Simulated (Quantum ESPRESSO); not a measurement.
# Al(110), stepped through the number of layers, part 2 of 8

What law, if any, do the results for Al(110) follow against the number of layers?

Quantum ESPRESSO 7.5; plane-wave DFT, PBE, GBRV ultrasoft pseudopotentials.

So far. Step 2 (Relaxing cell and ions of the reference):  The last row is no step: it is a fresh SCF in the final cell with a new plane-wave basis, +0 meV from the row before. The relaxed cell has a = 4.040 Å (conventional setting).

### Step 3. Ground state of the reference

A bulk run at that cell gives the reference energy and levels.

Contents of ref.bulk.in:

```
&control
  prefix = 'ref.bulk'
  outdir = './out'
  pseudo_dir = './pseudo'
  calculation = 'scf'
  tprnfor = .true.
/
&system
  ibrav = 0
  nat = 1
  ntyp = 1
  ecutwfc = 40
  ecutrho = 200
  occupations = 'smearing'
  smearing = 'mv'
  degauss = 0.02
/
&electrons
  conv_thr = 1e-09
  mixing_beta = 0.4
  electron_maxstep = 120
/
ATOMIC_SPECIES
  Al  26.9815  al_pbe_v1.uspp.F.UPF
CELL_PARAMETERS angstrom
  0.00000000000000 2.01977479900000 2.01977479900000
  2.01977479900000 0.00000000000000 2.01977479900000
  2.01977479900000 2.01977479900000 0.00000000000000
ATOMIC_POSITIONS crystal
  Al  0.000000000000 0.000000000000 0.000000000000
K_POINTS automatic
  17 17 17 0 0 0
```

Command:

```console
$ OMP_NUM_THREADS=1 mpirun -n 4 pw.x -nk 4 -in ref.bulk.in > ref.bulk.out
```

What it wrote:

```text
[banner, memory and clock lines left out]
Program PWSCF v.7.5 starts
[citation notice left out]

[...]
Message from routine setup:
[...]
bravais-lattice index     =            0
     lattice parameter (alat)  =       5.3978  a.u.
     unit-cell volume          =     111.2078 (a.u.)^3
     number of atoms/cell      =            1
     number of atomic types    =            1
     number of electrons       =         3.00
     number of Kohn-Sham states=            6
     kinetic-energy cutoff     =      40.0000  Ry
     charge density cutoff     =     200.0000  Ry
     scf convergence threshold =      1.0E-09
     mixing beta               =       0.4000
     number of iterations used =            8  plain     mixing
     Exchange-correlation= SLA  PW   PBE  PBE
                           (   1   4   3   4   0   0   0)

[...]
PseudoPot. # 1 for Al read from file:
     ./pseudo/al_pbe_v1.uspp.F.UPF
     Pseudo is Ultrasoft + core correction, Zval =  3.0
     Generated by new atomic code, or converted to UPF format
     Using radial grid of  893 points,  3 beta functions with:
                l(1) =   0
                l(2) =   1
                l(3) =   2
     Q(r) pseudized with  8 coefficients,  rinner =    0.900   0.900   0.900
                                                       0.900   0.900

     atomic species   valence    mass     pseudopotential
     Al                3.00    26.98150     Al( 1.00)

     48 Sym. Ops., with inversion, found

[...]
number of k points=   165  Marzari-Vanderbilt smearing, width (Ry)=  0.0200

     Number of k-points >= 100: set verbosity='high' to print them.

     Dense  grid:     5209 G-vectors     FFT dimensions: (  25,  25,  25)

     Smooth grid:     3839 G-vectors     FFT dimensions: (  24,  24,  24)

     Initial potential from superposition of free atoms

     starting charge       2.9975, renormalised to       3.0000
     Starting wfcs are    4 randomized atomic wfcs +    2 random wfcs

     per-process dynamical memory:     9.1 Mb

     Self-consistent Calculation

     iteration #  1     ecut=    40.00 Ry     beta= 0.40
     Davidson diagonalization with overlap
     ethr =  1.00E-02,  avg # of iterations =  5.6

     Threshold (ethr) on eigenvalues was too large:
     Diagonalizing with lowered threshold

     Davidson diagonalization with overlap
     ethr =  2.07E-04,  avg # of iterations =  2.0

     total energy              =      -6.70847423 Ry
     estimated scf accuracy    <       0.00619482 Ry

     iteration #  2     ecut=    40.00 Ry     beta= 0.40
[...]
total energy              =      -6.70783293 Ry
     estimated scf accuracy    <       0.00200291 Ry

     iteration #  3     ecut=    40.00 Ry     beta= 0.40
[...]
total energy              =      -6.70790517 Ry
     estimated scf accuracy    <       0.00000515 Ry

     iteration #  4     ecut=    40.00 Ry     beta= 0.40
[...]
c_bands:  1 eigenvalues not converged
     c_bands:  1 eigenvalues not converged
[...]
total energy              =      -6.70790602 Ry
     estimated scf accuracy    <       0.00000007 Ry

     iteration #  5     ecut=    40.00 Ry     beta= 0.40
[...]
total energy              =      -6.70790603 Ry
     estimated scf accuracy    <          2.8E-09 Ry

     iteration #  6     ecut=    40.00 Ry     beta= 0.40
[...]
End of self-consistent calculation

     Number of k-points >= 100: set verbosity='high' to print the bands.

     the Fermi energy is     7.9082 ev

!    total energy              =      -6.70790603 Ry
     estimated scf accuracy    <          5.8E-11 Ry
     smearing contrib. (-TS)   =       0.00011863 Ry
     internal energy E=F+TS    =      -6.70802466 Ry

     The total energy is F=E-TS. E is the sum of the following terms:
     one-electron contribution =       2.98313788 Ry
     hartree contribution      =       0.00840648 Ry
     xc contribution           =      -4.29405526 Ry
     ewald contribution        =      -5.40551376 Ry

     convergence has been achieved in   6 iterations

     Forces acting on atoms (cartesian axes, Ry/au):

     atom    1 type  1   force =     0.00000000    0.00000000    0.00000000

     Total force =     0.000000     Total SCF correction =     0.000000

[...]
```

Elapsed: 2.4 s, on 4 MPI ranks of Arm Neoverse V1, shared host; peak memory 0.17 GiB.

Numbers from this step:

- free energy: -91.2657 eV

### Step 4. Relaxing the ions, 4 layers

What the set-up leaves free in this member is relaxed.

System of this step: Al(110), 4 layers. The cell holds 4 atoms: 4 Al. Cell: a = 4.040 Å, b = 2.856 Å, c = 20.243 Å, α = 90.0°, β = 90.0°, γ = 90.0°. It derives from Al. Vacuum lies along c.

Contents of m0.relax.in:

```
&control
  prefix = 'm0.relax'
  outdir = './out'
  pseudo_dir = './pseudo'
  nstep = 40
  forc_conv_thr = 0.001
  calculation = 'relax'
/
&system
  ibrav = 0
  nat = 4
  ntyp = 1
  ecutwfc = 40
  ecutrho = 200
  occupations = 'smearing'
  smearing = 'mv'
  degauss = 0.02
/
&electrons
  conv_thr = 1e-08
  mixing_beta = 0.4
  electron_maxstep = 120
  mixing_mode = 'local-TF'
/
&ions
/
ATOMIC_SPECIES
  Al  26.9815  al_pbe_v1.uspp.F.UPF
CELL_PARAMETERS angstrom
  4.03954959800000 0.00000000000000 0.00000000000000
  0.00000000000000 2.85639291368519 0.00000000000000
  0.00000000000000 0.00000000000000 20.24330383176236
ATOMIC_POSITIONS crystal
  Al  0.500000000000 0.500000000000 0.394172675416
  Al  0.000000000000 0.000000000000 0.464724225139
  Al  0.500000000000 0.500000000000 0.535275774861
  Al  0.000000000000 0.000000000000 0.605827324584
K_POINTS automatic
  8 12 1 0 0 0
```

Command:

```console
$ OMP_NUM_THREADS=1 mpirun -n 4 pw.x -nk 4 -in m0.relax.in > m0.relax.out
```

What it wrote:

```text
[banner, memory and clock lines left out]
Program PWSCF v.7.5 starts

          URL

     Message from routine setup:
     using ibrav=0 with symmetry is DISCOURAGED, use correct ibrav instead

     G-vector sticks info

     bravais-lattice index     =            0
     lattice parameter (alat)  =       7.6336  a.u.
     unit-cell volume          =    1576.2637 (a.u.)^3
     number of atoms/cell      =            4
     number of atomic types    =            1
     number of electrons       =        12.00
     number of Kohn-Sham states=           10
     kinetic-energy cutoff     =      40.0000  Ry
     charge density cutoff     =     200.0000  Ry
     scf convergence threshold =      1.0E-08
     mixing beta               =       0.4000
     number of iterations used =            8  local-TF  mixing
     energy convergence thresh.=      1.0E-04
     force convergence thresh. =      1.0E-03
     Exchange-correlation= SLA  PW   PBE  PBE
                           (   1   4   3   4   0   0   0)
     nstep                     =           40

     celldm(1)=   7.633642  celldm(2)=   0.000000  celldm(3)=   0.000000
     celldm(4)=   0.000000  celldm(5)=   0.000000  celldm(6)=   0.000000

     crystal axes: (cart. coord. in units of alat)
               a(1) = (   1.000000   0.000000   0.000000 )
               a(2) = (   0.000000   0.707107   0.000000 )
               a(3) = (   0.000000   0.000000   5.011277 )

     reciprocal axes: (cart. coord. in units 2 pi/alat)
               b(1) = (  1.000000  0.000000  0.000000 )
               b(2) = (  0.000000  1.414214  0.000000 )
               b(3) = (  0.000000  0.000000  0.199550 )

     PseudoPot. # 1 for Al read from file:
     ./pseudo/al_pbe_v1.uspp.F.UPF
     Pseudo is Ultrasoft + core correction, Zval =  3.0
     Generated by new atomic code, or converted to UPF format
     Using radial grid of  893 points,  3 beta functions with:
                l(1) =   0
                l(2) =   1
                l(3) =   2
     Q(r) pseudized with  8 coefficients,  rinner =    0.900   0.900   0.900
                                                       0.900   0.900

     atomic species   valence    mass     pseudopotential
     Al                3.00    26.98150     Al( 1.00)

      8 Sym. Ops., with inversion, found ( 4 have fractional translation)

   Cartesian axes

     site n.     atom                  positions (alat units)
         1        Al     tau(   1) = (   0.5000000   0.3535534   1.9753086  )
         2        Al     tau(   2) = (   0.0000000   0.0000000   2.3288620  )
         3        Al     tau(   3) = (   0.5000000   0.3535534   2.6824154  )
         4        Al     tau(   4) = (   0.0000000   0.0000000   3.0359688  )

     number of k points=    35  Marzari-Vanderbilt smearing, width (Ry)=  0.0200
                       cart. coord. in units 2pi/alat
        k(    1) = (   0.0000000   0.0000000   0.0000000), wk =   0.0208333
        k(    2) = (   0.0000000   0.1178511   0.0000000), wk =   0.0416667
        k(    3) = (   0.0000000   0.2357023   0.0000000), wk =   0.0416667
        k(    4) = (   0.0000000   0.3535534   0.0000000), wk =   0.0416667
        k(    5) = (   0.0000000   0.4714045   0.0000000), wk =   0.0416667
        k(    6) = (   0.0000000   0.5892557   0.0000000), wk =   0.0416667
        k(    7) = (   0.0000000  -0.7071068   0.0000000), wk =   0.0208333
        k(    8) = (   0.1250000   0.0000000   0.0000000), wk =   0.0416667
        k(    9) = (   0.1250000   0.1178511   0.0000000), wk =   0.0833333
        k(   10) = (   0.1250000   0.2357023   0.0000000), wk =   0.0833333
        k(   11) = (   0.1250000   0.3535534   0.0000000), wk =   0.0833333
        k(   12) = (   0.1250000   0.4714045   0.0000000), wk =   0.0833333
        k(   13) = (   0.1250000   0.5892557   0.0000000), wk =   0.0833333
        k(   14) = (   0.1250000  -0.7071068   0.0000000), wk =   0.0416667
        k(   15) = (   0.2500000   0.0000000   0.0000000), wk =   0.0416667
        k(   16) = (   0.2500000   0.1178511   0.0000000), wk =   0.0833333
        k(   17) = (   0.2500000   0.2357023   0.0000000), wk =   0.0833333
        k(   18) = (   0.2500000   0.3535534   0.0000000), wk =   0.0833333
        k(   19) = (   0.2500000   0.4714045   0.0000000), wk =   0.0833333
        k(   20) = (   0.2500000   0.5892557   0.0000000), wk =   0.0833333
        k(   21) = (   0.2500000  -0.7071068   0.0000000), wk =   0.0416667
        k(   22) = (   0.3750000   0.0000000   0.0000000), wk =   0.0416667
        k(   23) = (   0.3750000   0.1178511   0.0000000), wk =   0.0833333
        k(   24) = (   0.3750000   0.2357023   0.0000000), wk =   0.0833333
        k(   25) = (   0.3750000   0.3535534   0.0000000), wk =   0.0833333
        k(   26) = (   0.3750000   0.4714045   0.0000000), wk =   0.0833333
        k(   27) = (   0.3750000   0.5892557   0.0000000), wk =   0.0833333
        k(   28) = (   0.3750000  -0.7071068   0.0000000), wk =   0.0416667
        k(   29) = (  -0.5000000   0.0000000   0.0000000), wk =   0.0208333
        k(   30) = (  -0.5000000   0.1178511   0.0000000), wk =   0.0416667
        k(   31) = (  -0.5000000   0.2357023   0.0000000), wk =   0.0416667
        k(   32) = (  -0.5000000   0.3535534   0.0000000), wk =   0.0416667
        k(   33) = (  -0.5000000   0.4714045   0.0000000), wk =   0.0416667
        k(   34) = (  -0.5000000   0.5892557   0.0000000), wk =   0.0416667
        k(   35) = (  -0.5000000  -0.7071068   0.0000000), wk =   0.0208333

     Dense  grid:    75175 G-vectors     FFT dimensions: (  36,  30, 180)

     Smooth grid:    53877 G-vectors     FFT dimensions: (  32,  24, 160)

     Initial potential from superposition of free atoms

     starting charge      11.9901, renormalised to      12.0000

     negative rho (up, down):  1.938E-04 0.000E+00
     Starting wfcs are   16 randomized atomic wfcs

     per-process dynamical memory:    52.4 Mb

     Self-consistent Calculation

     iteration #  1     ecut=    40.00 Ry     beta= 0.40
     Davidson diagonalization with overlap
     ethr =  1.00E-02,  avg # of iterations =  3.1

     negative rho (up, down):  3.664E-06 0.000E+00

     total energy              =     -26.75854675 Ry
     estimated scf accuracy    <       0.23780384 Ry

     iteration #  2     ecut=    40.00 Ry     beta= 0.40
     Davidson diagonalization with overlap
     ethr =  1.98E-03,  avg # of iterations =  1.0

     negative rho (up, down):  2.366E-03 0.000E+00

     total energy              =     -26.70274911 Ry
     estimated scf accuracy    <       0.15994263 Ry

[...]
iteration #  4     ecut=    40.00 Ry     beta= 0.40
     Davidson diagonalization with overlap
     ethr =  1.73E-11,  avg # of iterations =  2.1

     negative rho (up, down):  2.099E-04 0.000E+00

     total energy              =     -26.73334201 Ry
     estimated scf accuracy    <          2.3E-09 Ry

     iteration #  5     ecut=    40.00 Ry     beta= 0.40
     Davidson diagonalization with overlap
     ethr =  1.73E-11,  avg # of iterations =  1.5

     negative rho (up, down):  2.101E-04 0.000E+00

     End of self-consistent calculation

          k = 0.0000 0.0000 0.0000 (  6817 PWs)   bands (ev):

   -10.9619  -8.5323  -5.0855  -2.8126  -1.9874  -1.2317  -0.5484   0.7191
     1.6918   3.1413

          k = 0.0000 0.1179 0.0000 (  6791 PWs)   bands (ev):

   -10.8364  -8.4078  -4.9633  -2.6961  -1.8732  -1.1128  -0.4327   0.8373
     1.7877   3.0952

          k = 0.0000 0.2357 0.0000 (  6773 PWs)   bands (ev):

   -10.4602  -8.0354  -4.5979  -2.3465  -1.5489  -0.7640  -0.0860   1.1909
     1.2331   1.9723

          k = 0.0000 0.3536 0.0000 (  6733 PWs)   bands (ev):

    -9.8354  -7.4174  -3.9941  -1.7643  -1.4574  -0.5516  -0.0648   0.4911
     1.0786   1.7773

          k = 0.0000 0.4714 0.0000 (  6707 PWs)   bands (ev):

    -8.9651  -6.5598  -3.1707  -3.1521  -0.9499  -0.7352   0.0007   0.6925
     1.2964   2.5762

          k = 0.0000 0.5893 0.0000 (  6691 PWs)   bands (ev):

    -7.8547  -5.5082  -4.8746  -2.7148  -1.8603   0.0954   0.5285   1.3750
     1.8711   2.2998

          k = 0.0000-0.7071 0.0000 (  6698 PWs)   bands (ev):

    -6.5148  -6.5148  -4.1200  -4.1200  -0.7139  -0.7139   1.3672   1.3672
     2.4249   2.4249

          k = 0.1250 0.0000 0.0000 (  6775 PWs)   bands (ev):

   -10.8214  -8.3978  -4.9741  -4.2266  -1.8341  -1.8189   0.3408   1.1970
     1.9666   2.8075

          k = 0.1250 0.1179 0.0000 (  6767 PWs)   bands (ev):

   -10.6959  -8.2735  -4.8520  -4.1073  -1.7190  -1.7018   0.4530   1.3117
     2.0824   2.9019

          k = 0.1250 0.2357 0.0000 (  6781 PWs)   bands (ev):

   -10.3201  -7.9013  -4.4867  -3.7505  -1.3863  -1.3517   0.7195   1.4284
     1.6366   2.4338

          k = 0.1250 0.3536 0.0000 (  6747 PWs)   bands (ev):

    -9.6958  -7.2839  -3.8834  -3.1647  -1.2257  -0.7777  -0.4541   1.2726
     1.4426   2.3918

          k = 0.1250 0.4714 0.0000 (  6732 PWs)   bands (ev):

    -8.8263  -6.4271  -3.0617  -3.0574  -2.2519  -0.6477   0.1054   0.1196
     2.2167   2.7728

          k = 0.1250 0.5893 0.0000 (  6691 PWs)   bands (ev):

    -7.7169  -5.3754  -4.7437  -2.6001  -1.7364  -1.2368   0.6332   1.0212
     1.5844   1.6938

          k = 0.1250-0.7071 0.0000 (  6680 PWs)   bands (ev):

    -6.3784  -6.3784  -3.9921  -3.9921  -0.6022  -0.6022   0.0381   0.0381
     2.4235   2.4235

          k = 0.2500 0.0000 0.0000 (  6765 PWs)   bands (ev):

   -10.4007  -8.0037  -5.9265  -4.7246  -3.3289  -1.7100   0.6142   1.5206
     2.7951   3.5564

          k = 0.2500 0.1179 0.0000 (  6758 PWs)   bands (ev):

   -10.2756  -7.8797  -5.8051  -4.6023  -3.2103  -1.5947   0.7315   1.6323
     2.8831   3.6759

          k = 0.2500 0.2357 0.0000 (  6749 PWs)   bands (ev):

    -9.9007  -7.5086  -5.4418  -4.2368  -2.8554  -1.2578   1.0724   1.6733
     1.9413   3.3071

          k = 0.2500 0.3536 0.0000 (  6729 PWs)   bands (ev):

    -9.2781  -6.8929  -4.8401  -3.6342  -2.2668  -0.9414  -0.2255   1.6235
     1.6549   2.7970

          k = 0.2500 0.4714 0.0000 (  6716 PWs)   bands (ev):

    -8.4109  -6.0383  -4.0191  -2.8180  -2.5618  -1.4590  -0.1778   0.2295
     1.7205   2.2520

          k = 0.2500 0.5893 0.0000 (  6704 PWs)   bands (ev):

    -7.3046  -4.9834  -4.3669  -2.8754  -2.2973  -1.4025  -0.5240   0.1408
     0.8948   1.5543

          k = 0.2500-0.7071 0.0000 (  6722 PWs)   bands (ev):

    -5.9705  -5.9705  -3.6207  -3.6207  -1.6061  -1.6061  -0.3306  -0.3306
     0.9657   0.9657

          k = 0.3750 0.0000 0.0000 (  6746 PWs)   bands (ev):

    -9.7037  -7.6644  -7.0864  -5.2301  -3.6440  -2.0641   0.1963   1.4691
     3.1068   4.4140

          k = 0.3750 0.1179 0.0000 (  6727 PWs)   bands (ev):

    -9.5791  -7.5413  -6.9632  -5.1078  -3.5246  -1.9469   0.3125   1.5811
     3.2172   4.2912

          k = 0.3750 0.2357 0.0000 (  6736 PWs)   bands (ev):

    -9.2059  -7.1728  -6.5945  -4.7423  -3.1668  -1.5984   0.6483   1.9036
     2.3196   3.4323

          k = 0.3750 0.3536 0.0000 (  6739 PWs)   bands (ev):

    -8.5860  -6.5607  -5.9838  -4.1386  -2.5740  -1.0564   0.1414   1.2813
     1.9613   2.1957

          k = 0.3750 0.4714 0.0000 (  6728 PWs)   bands (ev):

    -7.7228  -5.7083  -5.1406  -3.3108  -1.9297  -1.7637  -0.1219   0.0635
     0.6822   1.8075

          k = 0.3750 0.5893 0.0000 (  6707 PWs)   bands (ev):

    -6.6220  -4.6221  -4.1789  -3.5665  -2.3591  -1.7872  -0.9317  -0.5944
     0.6399   0.9005

          k = 0.3750-0.7071 0.0000 (  6714 PWs)   bands (ev):

    -5.2975  -5.2975  -3.3059  -3.3059  -2.7527  -2.7527  -0.7521  -0.7521
     0.6281   0.6281

          k =-0.5000 0.0000 0.0000 (  6740 PWs)   bands (ev):

    -8.7415  -8.7415  -6.3223  -6.3223  -2.9146  -2.9146   0.7299   0.7299
     3.7168   3.7168

          k =-0.5000 0.1179 0.0000 (  6748 PWs)   bands (ev):

    -8.6176  -8.6176  -6.1995  -6.1995  -2.7956  -2.7956   0.8442   0.8442
     3.8085   3.8085

          k =-0.5000 0.2357 0.0000 (  6726 PWs)   bands (ev):

    -8.2468  -8.2468  -5.8320  -5.8320  -2.4399  -2.4399   1.1749   1.1749
     3.1342   3.1342

          k =-0.5000 0.3536 0.0000 (  6746 PWs)   bands (ev):

    -7.6308  -7.6308  -5.2236  -5.2236  -1.8544  -1.8544   0.9558   0.9558
     1.7907   1.7907

          k =-0.5000 0.4714 0.0000 (  6740 PWs)   bands (ev):

    -6.7734  -6.7734  -4.3831  -4.3831  -1.2342  -1.2342  -0.7638  -0.7638
     1.3389   1.3389

          k =-0.5000 0.5893 0.0000 (  6710 PWs)   bands (ev):

    -5.6815  -5.6815  -3.3670  -3.3670  -2.7326  -2.7326  -0.3897  -0.3897
     0.1503   0.1503

          k =-0.5000-0.7071 0.0000 (  6712 PWs)   bands (ev):

    -4.5014  -4.5014  -4.2011  -4.2011  -2.3648  -2.3648  -1.4792  -1.4792
     1.1995   1.1995

     the Fermi energy is    -0.6865 ev

!    total energy              =     -26.73334202 Ry
     estimated scf accuracy    <          5.4E-11 Ry
     smearing contrib. (-TS)   =      -0.00075726 Ry
     internal energy E=F+TS    =     -26.73258475 Ry

     The total energy is F=E-TS. E is the sum of the following terms:
     one-electron contribution =    -132.05934230 Ry
     hartree contribution      =      68.24795664 Ry
     xc contribution           =     -16.88697212 Ry
     ewald contribution        =      53.96577303 Ry

     convergence has been achieved in   5 iterations

     negative rho (up, down):  2.101E-04 0.000E+00

     Forces acting on atoms (cartesian axes, Ry/au):

     atom    1 type  1   force =     0.00000000    0.00000000    0.00047736
     atom    2 type  1   force =     0.00000000    0.00000000    0.00092973
     atom    3 type  1   force =     0.00000000    0.00000000   -0.00092973
     atom    4 type  1   force =     0.00000000    0.00000000   -0.00047736

     Total force =     0.001478     Total SCF correction =     0.000009
     Energy error            =      2.7E-06 Ry
     Gradient error          =      9.3E-04 Ry/Bohr

     bfgs converged in   9 scf cycles and   8 bfgs steps
     (criteria: energy <  1.0E-04 Ry, force <  1.0E-03 Ry/Bohr)

     End of BFGS Geometry Optimization

     Final energy             =     -26.7333420157 Ry

     File ./out/m0.relax.bfgs deleted, as requested
Begin final coordinates

ATOMIC_POSITIONS (crystal)
Al               0.5000000000        0.5000000000        0.3976608144
Al               0.0000000000        0.0000000000        0.4625989403
Al               0.5000000000        0.5000000000        0.5374010597
Al               0.0000000000        0.0000000000        0.6023391856
End final coordinates

     XML data file, charge density, pseudopotentials, collected wavefunctions

                                        0.00s GPU  (    2436 calls)
```

Elapsed: 1.7 min, on 4 MPI ranks; peak memory 0.43 GiB.

(Part 2 of 8 ends here.)

[Logs are printed without paths, hosts, clocks, repeated set-up lines and the standing remarks that a program may print on its own settings, such as how far it seeks lower states.]

[Hosts, paths, dates, database ids (printed as entryN), source tags and the programs' standing remarks are cut or masked in the printed files.]

[Maps of the electrostatic potential energy from Ansatz leave out the sawtooth potential of an applied field or a dipole correction, so their vacuum need not be flat; planar profiles and work functions include it.]
